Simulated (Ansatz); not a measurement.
**Bands, cutoff and cost in G0W0 for ZnPS3 (C2/m)**

Wanted: a G0W0 gap for ZnPS3 (C2/m) that is converged in bands and cutoff, or an estimate of the limit.

Main program and level: Ansatz 0.2.0; G0W0 on LDA, plane waves, PAW.

### 1. Starting point

The structure is monoclinic, space group C2/m (No. 12). The conventional cell has a = 5.848 Å, b = 10.137 Å, c = 6.591 Å, α = 90.00°, β = 107.04°, γ = 90.00°. Nearest to Zn lie 6 S at 2.50 to 2.51 Å. P has 3 S at 2.03 Å and 1 P at 2.19 Å nearest. Nearest to S lie 1 P at 2.03 Å and 2 Zn at 2.50 Å. S has 1 P at 2.03 Å and 2 Zn at 2.51 Å nearest. Farther neighbours and most contacts between anions are not listed.

The structure was relaxed with LDA. The runs that relaxed it are not among those shown. The default PAW set here is soft_2. Its files were made with PBE.

### 2. 128 empty bands, screening to 45 eV

G0W0 replaces the xc potential by the self-energy, built once from these orbitals. Only a window of levels is corrected, while the sums run over the empty bands that the input names.

Input file input.yaml:

```yaml
crystal:
  lattice:
    - [2.9241439516, -5.0686337764, 0.0002131003]
    - [2.9241439516, 5.0686337764, 0.0002131003]
    - [-1.9314010456, 0.0, 6.30138264]
  atoms:
    - { symbol: Zn, position: [0.6674819479, 0.3325180521, 0.0] }
    - { symbol: Zn, position: [0.3325180521, 0.6674819479, 0.0] }
    - { symbol: P, position: [0.9420357264, 0.9420357264, 0.8265338672] }
    - { symbol: P, position: [0.0579642736, 0.0579642736, 0.1734661328] }
    - { symbol: S, position: [0.5801548021, 0.9164201668, 0.7487598531] }
    - { symbol: S, position: [0.0835798332, 0.4198451979, 0.2512401469] }
    - { symbol: S, position: [0.7465943414, 0.7465943414, 0.2505942246] }
    - { symbol: S, position: [0.2534056586, 0.2534056586, 0.7494057754] }
    - { symbol: S, position: [0.4198451979, 0.0835798332, 0.2512401469] }
    - { symbol: S, position: [0.9164201668, 0.5801548021, 0.7487598531] }
kpoints:
  mp_grid: { grid: [4, 4, 2] }
hamiltonian:
  xc: lda
scf:
  occupations: { method: fixed }
gw:
  n_empty_bands: 128
  ecut_chi: 45
  qp_bands: [v3, c3]
  qp_kpoints: band_edges
  screening: { model: contour_deformation }
```

Command:

```
ansatz run input.yaml --threads 8 --pin off --max-ram 55296MiB --backend cuda --events-out ev --progress --plain --runs-dir out --devices 1 --max-vram 24GiB
```

Numbers of over 12 decimals in the logs are rounded to 6 here.

What it wrote:

```text
GPUs: using 1 of 1 available (devices: 1).
Engine: ansatz 0.2.0, x86_64-unknown-linux-gnu
Pseudopotentials: kind: paw
Pseudopotential: Zn, paw, valence charge 12, recommended cutoff 420 eV (normal), Zn.paw.azcp
Pseudopotential: P, paw, valence charge 5, recommended cutoff 420 eV (normal), P.paw.azcp
Pseudopotential: S, paw, valence charge 6, recommended cutoff 420 eV (normal), S.paw.azcp
Functional definition: SPW92
  exchange = slater_x
  correlation = pw_c
concurrent solve slots: 7 of 8 are kept, ahead of what memory takes: no pass of the eigensolver takes more rounds on 7
device memory: the entry about to start is reckoned to put 5.9 GiB on a device that reports 78.6 GiB free (of which the cap on the GPU budget leaves the run 24.0 GiB)
GPU FFT provider: cuFFT
GPU libraries: cuBLAS 13.8.2, cuFFT 12.4.0, cuSOLVER 12.3.4
Crystal: 10 atoms, lattice volume = 186.795 Å³
Basis set: ecut = 420 eV, 3641 PW (Γ)
Bands: 45, of which v1, the nominal top of the filled ones, is band 35 counted from 1 (34 counted from 0)
Symmetry: 4 space group operations
Space group: C2/m (ITA 12), of the structure as read, at distance tolerance 5.7e-5 Å
k-points: 14 of 32
Non-local potential: Zn, projectors of the file, l = 0: 2, l = 1: 2, l = 2: 3, l = 3: 1
Non-local potential: P, projectors of the file, l = 0: 2, l = 1: 2, l = 2: 2
Non-local potential: S, projectors of the file, l = 0: 2, l = 1: 2, l = 2: 2
PAW form: soft (Blöchl's): semilocal exchange-correlation on the pseudo side does not see the compensation charge
PAW frozen core: Zn, regenerated for the run's functional, and the local potential with it (the file was generated under x = pbe(κ = 0.804, μ = 0.219515), c = pbe(β = 0.066725))
PAW frozen core: P, regenerated for the run's functional, and the local potential with it (the file was generated under x = pbe(κ = 0.804, μ = 0.219515), c = pbe(β = 0.066725))
PAW frozen core: S, regenerated for the run's functional, and the local potential with it (the file was generated under x = pbe(κ = 0.804, μ = 0.219515), c = pbe(β = 0.066725))
PAW one-centre angular grid: Zn, 590 points (default); XC on 64 Gauss nodes
PAW one-centre angular grid: P, 110 points (default); XC on 64 Gauss nodes
PAW one-centre angular grid: S, 110 points (default); XC on 64 Gauss nodes
Initial density: superposition of atomic densities (neutral atoms: chi_scale 0, normalization atom), corrected by the library's trained network
Initial wavefunctions: pseudopotential atomic-orbital guess
GPU buffer pool allocated for 72000 grid points (all kernels)
GPU transforms: local potential and band sums: pruned to the plane-wave sphere, on 40×40×45
Functional: x = slater, c = lda
SCF iter   1: F=—  HF=-13165.897309 eV  |F-HF|=—  |Δ(HF+E_count)|=         —  Δρ=6.31e-3  dr2=5.89e-2  ethr=1.77e-3  ⟨swp⟩=5.9  Hψ=2760  notcnv=0  defer=94
preconditioner: auto → Resta (q_TF=auto, 2.317 Å⁻¹)  ε∞=6.0  [insulator: Δε(μ)=2.104 eV  Ē_g=10.187 eV  n_scr=38 (ndim 8)  ℏωp=22.7 eV  f_vac=0.015  ε∞_Penn≈6.0]
SCF iter   2: F=—  HF=-13165.883773 eV  |F-HF|=—  |Δ(HF+E_count)|=   1.35e-2  Δρ=3.14e-3  dr2=1.61e-2  ethr=8.41e-5  ⟨swp⟩=2.0  Hψ=1156  notcnv=0  defer=111
SCF iter   3: F=—  HF=-13165.881290 eV  |F-HF|=—  |Δ(HF+E_count)|=   2.48e-3  Δρ=1.89e-3  dr2=3.92e-3  ethr=2.30e-5  ⟨swp⟩=2.6  Hψ=1017  notcnv=0  defer=112
SCF iter   4: F=—  HF=-13165.879190 eV  |F-HF|=—  |Δ(HF+E_count)|=   2.10e-3  Δρ=3.14e-4  dr2=3.03e-4  ethr=5.60e-6  ⟨swp⟩=2.1  Hψ=1008  notcnv=0  defer=112
SCF iter   5: F=—  HF=-13165.879166 eV  |F-HF|=—  |Δ(HF+E_count)|=   2.41e-5  Δρ=1.28e-4  dr2=4.80e-5  ethr=4.33e-7  ⟨swp⟩=2.1  Hψ=1126  notcnv=0  defer=112
SCF iter   6: F=—  HF=-13165.879162 eV  |F-HF|=—  |Δ(HF+E_count)|=   4.17e-6  Δρ=4.55e-5  dr2=6.26e-6  ethr=6.86e-8  ⟨swp⟩=2.3  Hψ=967  notcnv=0  defer=112
SCF iter   7: F=—  HF=-13165.879163 eV  |F-HF|=—  |Δ(HF+E_count)|=   1.43e-6  Δρ=9.06e-6  dr2=1.89e-7  ethr=8.95e-9  ⟨swp⟩=2.1  Hψ=965  notcnv=0  defer=112
SCF iter   8: F=-13165.879163 eV  HF=-13165.879163 eV  |F-HF|=3.25e-9  |Δ(HF+E_count)|=   9.86e-8  Δρ=2.26e-6  dr2=1.45e-8  ethr=1.43e-10  ⟨swp⟩=14.2  Hψ=3085  notcnv=0
SCF 1 converged in 8 iterations: F = -13165.879163 eV  dr2 = 1.45e-8
  greatest PAW one-centre occupation: 0.988 electrons in one spin orbital (limit 2), on the Zn atom at site 1 (counted from 0), in its partial waves of l = 2
concurrent solve slots: 7 of 8 are kept, ahead of what memory takes: no pass of the eigensolver takes more rounds on 7
device memory: the entry about to start is reckoned to put 7.6 GiB (of the 7.7 GiB reckoned in all, the device holds 0.1 GiB already) on a device that reports 78.5 GiB free (of which the cap on the GPU budget leaves the run 24.0 GiB)
NSCF: frozen V_eff on 14 k-points
the band table was solved once the SCF had ended and its energy, with any forces and stress, was formed, with the checks that follow a solve (2515 applications of the Hamiltonian). They found nothing against the state; the energy, forces and stress were not computed again (output.eigenvalues in the input reference)
concurrent solve slots: 7 of 8 are kept, ahead of what memory takes: no pass of the eigensolver takes more rounds on 7
device memory: the entry about to start is reckoned to put 9.2 GiB on a device that reports 78.6 GiB free (of which the cap on the GPU budget leaves the run 24.0 GiB)
NSCF: frozen V_eff on 14 k-points
G₀W₀ screening: q 1/14
[... further progress lines ...]
device memory: the entry about to start is reckoned to put 0.8 GiB on a device that reports 78.4 GiB free (of which the cap on the GPU budget leaves the run 24.0 GiB)
NSCF: frozen V_eff on 1 k-points
device memory: the entry about to start is reckoned to put 0.8 GiB on a device that reports 78.4 GiB free (of which the cap on the GPU budget leaves the run 24.0 GiB)
NSCF: frozen V_eff on 1 k-points
device memory: the entry about to start is reckoned to put 0.8 GiB on a device that reports 78.4 GiB free (of which the cap on the GPU budget leaves the run 24.0 GiB)
NSCF: frozen V_eff on 1 k-points
SCF converged after 8 iterations
Free energy (F): -13165.879163 eV
Harris-Foulkes:  -13165.879163 eV  (|F-HF|=3.25e-9)
Internal energy: -13165.879163 eV  (E = F + TS)
E sigma→0 (E₀):  -13165.879163 eV
Fermi energy:    6.148090 eV
--- Per-component energies (eV) ---
  E_band       = 7.343460
  E_kinetic    = 1057.442716
  E_local      = -5443.555599  (includes V_loc(G=0)·N_el)
  E_nonlocal   = 1485.150969
  E_hartree    = 2260.316443
  E_xc         = -973.569532
  E_vxc        = -758.799260  (∫ρ·V_xc dr)
  E_paw        = -8009.911049  (= ΣΔE_a)
  E_vpaw       = -853.532256  (= ΣTr[D̂ρ^β])
  E_aug_tail   = -0.000723  (compensation charges beyond the density's cutoff)
  E_ewald      = -3546.020558
  E_core_change = 4.268171  (= ΣΔE_core)
  E_smearing   = -0.000000  (= −TS)
  E_closure    = -0.000000  (closes the sum)
  Σ components = -13165.879163   (vs F -13165.879163, Δ=0.00e0)
--- Band table (eV; the first three rows and the last of 14) ---
  k-point 0: bands = [... 31 lower, 5.2869, 5.3719, 5.7878, 5.8384, 8.2940, 9.4100, 9.5157, 9.8335, ... 6 higher]
  k-point 1: bands = [... 31 lower, 5.2195, 5.2983, 5.8546, 5.9193, 8.7765, 9.4027, 9.6538, 9.7603, ... 6 higher]
  k-point 2: bands = [... 31 lower, 5.1378, 5.2710, 5.3733, 5.6036, 9.1117, 9.5699, 9.7293, 9.8074, ... 6 higher]
  k-point 13: bands = [... 31 lower, 4.4780, 5.2273, 5.6942, 5.7913, 8.9631, 9.1380, 9.4836, 9.7081, ... 6 higher]
--- G₀W₀: contour deformation, 6 samples at zero and on the imaginary axis and 1 off it, 32 q-points, 128 empty bands' worth ---
  eigenvalues of the whole cell's RPA ε∞ on this k-mesh (on a slab, of 1 + 4πα/V) = 5.0986, 8.3118, 8.3337; static W/v taken at q = 0 is 0.150122
  gw.qp_kpoints: band_edges: 13 of 14 stored k-points solved, in 1 pass; an edge of the gap read off the rows below is read off those points alone
    valence top: of the k-points left out ik 2 came nearest to being solved in a further pass, in band 35 (counted from 1, as in the quasiparticle table): it holds the edge there only if its correction is more favourable than any solved in that band by at least 0.518 eV; those differ by 0.068 eV
    conduction bottom: of the k-points left out ik 2 came nearest to being solved in a further pass, in band 36 (counted from 1, as in the quasiparticle table): it holds the edge there only if its correction is more favourable than any solved in that band by at least 0.679 eV; those differ by 0.153 eV
    ik  band        ε_KS         Σx   Σc(E_QP)       V_xc       Z   E_QP_lin       E_QP  E_QP is
     0    33      5.3719   -18.6712     2.6361   -16.0651  0.7638     5.4019     5.4019  root
     0    34      5.7878   -20.3825     2.6079   -17.6687  0.7677     5.6818     5.6819  root
     0    35      5.8384   -20.4445     2.5947   -17.7488  0.7680     5.7373     5.7374  root
     0    36      8.2940   -10.3400    -3.7364   -15.3216  0.7920     9.5580     9.5391  root
     0    37      9.4100   -10.1382    -4.0917   -15.4843  0.7772    10.6913    10.6644  root
     0    38      9.5157    -8.4383    -3.8846   -13.4800  0.7853    10.6928    10.6728  root
     1    33      5.2983   -18.7146     2.6973   -16.0159  0.7623     5.2970     5.2970  root
     1    34      5.8546   -20.3892     2.5691   -17.7286  0.7687     5.7630     5.7631  root
     1    35      5.9193   -20.4629     2.5666   -17.8130  0.7686     5.8360     5.8361  root
     1    36      8.7765   -10.7954    -3.7868   -15.8413  0.7831    10.0576    10.0355  root
     1    37      9.4027    -9.6309    -4.0312   -14.8752  0.7824    10.6386    10.6158  root
     1    38      9.6538    -9.2886    -4.0491   -14.5316  0.7771    10.8727    10.8477  root
     3    33      5.2794   -20.1286     2.8056   -17.1304  0.7609     5.0863     5.0868  root
     3    34      5.3855   -19.2817     2.6980   -16.5000  0.7619     5.3018     5.3020  root
     3    35      5.8222   -20.3595     2.5862   -17.6534  0.7673     5.7022     5.7025  root
     3    36      9.0689   -10.1682    -3.8649   -15.2692  0.7774    10.3288    10.3050  root
     3    37      9.3795    -9.1417    -3.6542   -13.9998  0.7894    10.6035    10.5833  root
     3    38      9.6599    -8.7704    -3.9374   -13.8385  0.7828    10.8107    10.7906  root
     4    33      5.1322   -19.8392     2.8058   -16.8795  0.7587     4.9779     4.9782  root
     4    34      5.5556   -19.4407     2.5533   -16.7868  0.7671     5.4549     5.4550  root
     4    35      5.9618   -20.2227     2.6841   -17.4147  0.7657     5.8377     5.8380  root
     4    36      8.9070    -9.3556    -3.7003   -14.2453  0.7910    10.1147    10.0963  root
     4    37      9.1243    -9.7956    -3.8670   -14.8353  0.7785    10.3185    10.2971  root
     4    38      9.4967    -9.0001    -3.7851   -13.8881  0.7824    10.6179    10.5996  root
[...]
12    37      8.9848    -9.2291    -3.6649   -13.9312  0.7846    10.0369    10.0221  root
    12    38      9.1860    -9.9150    -3.7845   -14.8230  0.7789    10.3292    10.3095  root
    13    33      5.2273   -19.2911     2.7184   -16.4542  0.7601     5.1086     5.1089  root
    13    34      5.6942   -19.3624     2.4511   -16.8400  0.7690     5.6229     5.6230  root
    13    35      5.7913   -20.2522     2.7688   -17.3322  0.7637     5.6398     5.6401  root
    13    36      8.9631    -9.5346    -3.6711   -14.4118  0.7896    10.1883    10.1691  root
    13    37      9.1380    -9.7301    -3.8465   -14.7390  0.7790    10.3214    10.3004  root
    13    38      9.4836   -10.3858    -3.9740   -15.6099  0.7717    10.7631    10.7336  root
```

Wall time 5.2 s (1 × NVIDIA H100 80GB HBM3 with 8 threads of AMD EPYC 7R13 (Zen 3), shared host); peak memory 1.3 GiB.

Reading the cycles: dr2 is the Hartree energy of the density residual (eV), the measure of convergence; HF is the Harris–Foulkes estimate of the energy, which meets the free energy F at convergence.

This step gave:

| Property | Result |
| --- | --- |
| bands summed | 163 |
| RPA ε∞ on this mesh (eigenvalues) | 5.099, 8.312, 8.334 |
| plane waves in the screening matrix | 139 |
| q-points in the mesh | 32 |
| G0W0 gap on the mesh | 3.501 eV |
| k of the valence top | -0.5, -0.5, 0 |
| k of the conduction bottom | 0, 0, 0 |
| starting gap on the mesh | 2.146 eV |
| Z at the valence top | 0.7669 |
| Z at the conduction bottom | 0.7920 |
| least direct G0W0 gap on the computed points | 3.687 eV |

The gap on the mesh goes from 2.15 eV to 3.50 eV, a correction of +1.35 eV. Between the two edge states, bare exchange in place of the xc potential would open the gap by 7.76 eV, and correlation takes back 6.40 eV.

### 3. 362 empty bands, screening to 90 eV

Another rung: the empty bands reach about as high as the screening cutoff, so the two stay in balance.

input.yaml: that of step 2 with these lines changed.

```diff
@@ -23,4 +23,4 @@
 gw:
-  n_empty_bands: 128
-  ecut_chi: 45
+  n_empty_bands: 362
+  ecut_chi: 90
   qp_bands: [v3, c3]
```

What it wrote:

```text
GPUs: using 1 of 1 available (devices: 1).
[...]
GPU FFT provider: cuFFT
GPU libraries: cuBLAS 13.8.2, cuFFT 12.4.0, cuSOLVER 12.3.4
Crystal: 10 atoms, lattice volume = 186.795 Å³
Basis set: ecut = 420 eV, 3641 PW (Γ)
Bands: 45, of which v1, the nominal top of the filled ones, is band 35 counted from 1 (34 counted from 0)
Symmetry: 4 space group operations
[...]
k-points: 14 of 32
[...]
GPU buffer pool allocated for 72000 grid points (all kernels)
[...]
SCF iter   1: F=—  HF=-13165.897309 eV  |F-HF|=—  |Δ(HF+E_count)|=         —  Δρ=6.31e-3  dr2=5.89e-2  ethr=1.77e-3  ⟨swp⟩=5.9  Hψ=2760  notcnv=0  defer=94
[...]
SCF iter   8: F=-13165.879163 eV  HF=-13165.879163 eV  |F-HF|=3.25e-9  |Δ(HF+E_count)|=   9.86e-8  Δρ=2.26e-6  dr2=1.45e-8  ethr=1.43e-10  ⟨swp⟩=14.2  Hψ=3085  notcnv=0
SCF 1 converged in 8 iterations: F = -13165.879163 eV  dr2 = 1.45e-8
[...]
NSCF: frozen V_eff on 14 k-points
[...]
G₀W₀ screening: q 1/14
[... further progress lines ...]
[...]
SCF converged after 8 iterations
Free energy (F): -13165.879163 eV
[...]
Internal energy: -13165.879163 eV  (E = F + TS)
E sigma→0 (E₀):  -13165.879163 eV
Fermi energy:    6.148090 eV
[...]
--- Band table (eV; the first three rows and the last of 14) ---
  k-point 0: bands = [... 31 lower, 5.2869, 5.3719, 5.7878, 5.8384, 8.2940, 9.4100, 9.5157, 9.8335, ... 6 higher]
  k-point 1: bands = [... 31 lower, 5.2195, 5.2983, 5.8546, 5.9193, 8.7765, 9.4027, 9.6538, 9.7603, ... 6 higher]
  k-point 2: bands = [... 31 lower, 5.1378, 5.2710, 5.3733, 5.6036, 9.1117, 9.5699, 9.7293, 9.8074, ... 6 higher]
  k-point 13: bands = [... 31 lower, 4.4780, 5.2273, 5.6942, 5.7913, 8.9631, 9.1380, 9.4836, 9.7081, ... 6 higher]
[...]
0    33      5.3719   -18.6712     2.2516   -16.0651  0.7563     5.0157     5.0175  root
     0    34      5.7878   -20.3825     2.3109   -17.6687  0.7596     5.3827     5.3848  root
     0    35      5.8384   -20.4445     2.2945   -17.7488  0.7597     5.4351     5.4372  root
     0    36      8.2940   -10.3400    -4.1145   -15.3216  0.7847     9.1695     9.1611  root
     0    37      9.4100   -10.1382    -4.4487   -15.4843  0.7689    10.3201    10.3074  root
     0    38      9.5157    -8.4383    -4.2566   -13.4800  0.7796    10.3093    10.3008  root
     1    33      5.2983   -18.7146     2.3254   -16.0159  0.7548     4.9229     4.9250  root
     1    34      5.8546   -20.3892     2.2672   -17.7286  0.7605     5.4592     5.4611  root
[...]
13    35      5.7913   -20.2522     2.4789   -17.3322  0.7556     5.3475     5.3502  root
    13    36      8.9631    -9.5346    -4.0602   -14.4118  0.7841     9.7881     9.7800  root
    13    37      9.1380    -9.7301    -4.1923   -14.7390  0.7716     9.9641     9.9546  root
    13    38      9.4836   -10.3858    -4.3683   -15.6099  0.7638    10.3517    10.3394  root
```

It took 8.1 s on 1 × NVIDIA H100 80GB HBM3 with 8 threads; peak memory 1.8 GiB; 24 s of CPU time.

This step gave:

```
bands summed                                 : 397
RPA ε∞ on this mesh (eigenvalues)            : 5.082, 8.238, 8.260
plane waves in the screening matrix          : 365
q-points in the mesh                         : 32
G0W0 gap on the mesh                         : 3.429 eV
k of the valence top                         : -0.5, -0.5, 0
k of the conduction bottom                   : 0, 0, 0
starting gap on the mesh                     : 2.146 eV
Z at the valence top                         : 0.7584
Z at the conduction bottom                   : 0.7847
least direct G0W0 gap on the computed points : 3.613 eV
```

Against the run with 4×4×2 mesh, 128 empty bands, screening to 45 eV, the gap moves by −0.07 eV.

### 4. 779 empty bands, screening to 150 eV

input.yaml: that of step 3 with these lines changed.

```diff
@@ -23,4 +23,4 @@
 gw:
-  n_empty_bands: 362
-  ecut_chi: 90
+  n_empty_bands: 779
+  ecut_chi: 150.0
   qp_bands: [v3, c3]
```

What it wrote:

```text
GPUs: using 1 of 1 available (devices: 1).
[...]
GPU FFT provider: cuFFT
GPU libraries: cuBLAS 13.8.2, cuFFT 12.4.0, cuSOLVER 12.3.4
Crystal: 10 atoms, lattice volume = 186.795 Å³
Basis set: ecut = 420 eV, 3641 PW (Γ)
Bands: 45, of which v1, the nominal top of the filled ones, is band 35 counted from 1 (34 counted from 0)
Symmetry: 4 space group operations
[...]
k-points: 14 of 32
[...]
1    34      5.8546   -20.3892     2.0493   -17.7286  0.7578     5.2383     5.2433  root
[...]
13    35      5.7913   -20.2522     2.2718   -17.3322  0.7530     5.1370     5.1431  root
    13    36      8.9631    -9.5346    -4.2720   -14.4118  0.7829     9.5725     9.5683  root
    13    37      9.1380    -9.7301    -4.3954   -14.7390  0.7696     9.7567     9.7515  root
    13    38      9.4836   -10.3858    -4.5902   -15.6099  0.7618    10.1239    10.1175  root
[key lines of the parts left out:]
SCF converged after 8 iterations
Free energy (F): -13165.879163 eV
Fermi energy:    6.148090 eV
```

Wall time 19 s (1 × NVIDIA H100 80GB HBM3 with 8 threads); peak memory 3.1 GiB.

This step gave:

```yaml
bands_summed: 814
rpa_eps_infinity_on_this_mesh_eigenvalues: 5.077, 8.217, 8.239
plane_waves_in_the_screening_matrix: 789
g0w0_gap_on_the_mesh: 3.405 eV
k_of_the_valence_top: -0.5, -0.5, 0
k_of_the_conduction_bottom: 0, 0, 0
starting_gap_on_the_mesh: 2.146 eV
least_direct_g0w0_gap_on_the_computed_points: 3.622 eV
```

Against the run with 4×4×2 mesh, 362 empty bands, screening to 90 eV, the gap moves by −0.02 eV.

(Part 1 of 2 ends here.)

[Paths, hosts, dates, memory and timing lines, banners, echoed tables and standing remarks are left out of the program output.]

[Logs are printed without paths, hosts, clocks, repeated set-up lines and the standing remarks that a program may print on its own settings, such as how far it seeks lower states.]

[Runs of the session that timed out or met a known fault of the program may be left out.]

[Cells called generated may have been cut or substituted from an entry of the Crystallography Open Database or the Materials Project.]

[Hosts, paths, dates, database ids (printed as entryN), source tags and the programs' standing remarks are cut or masked in the printed files.]
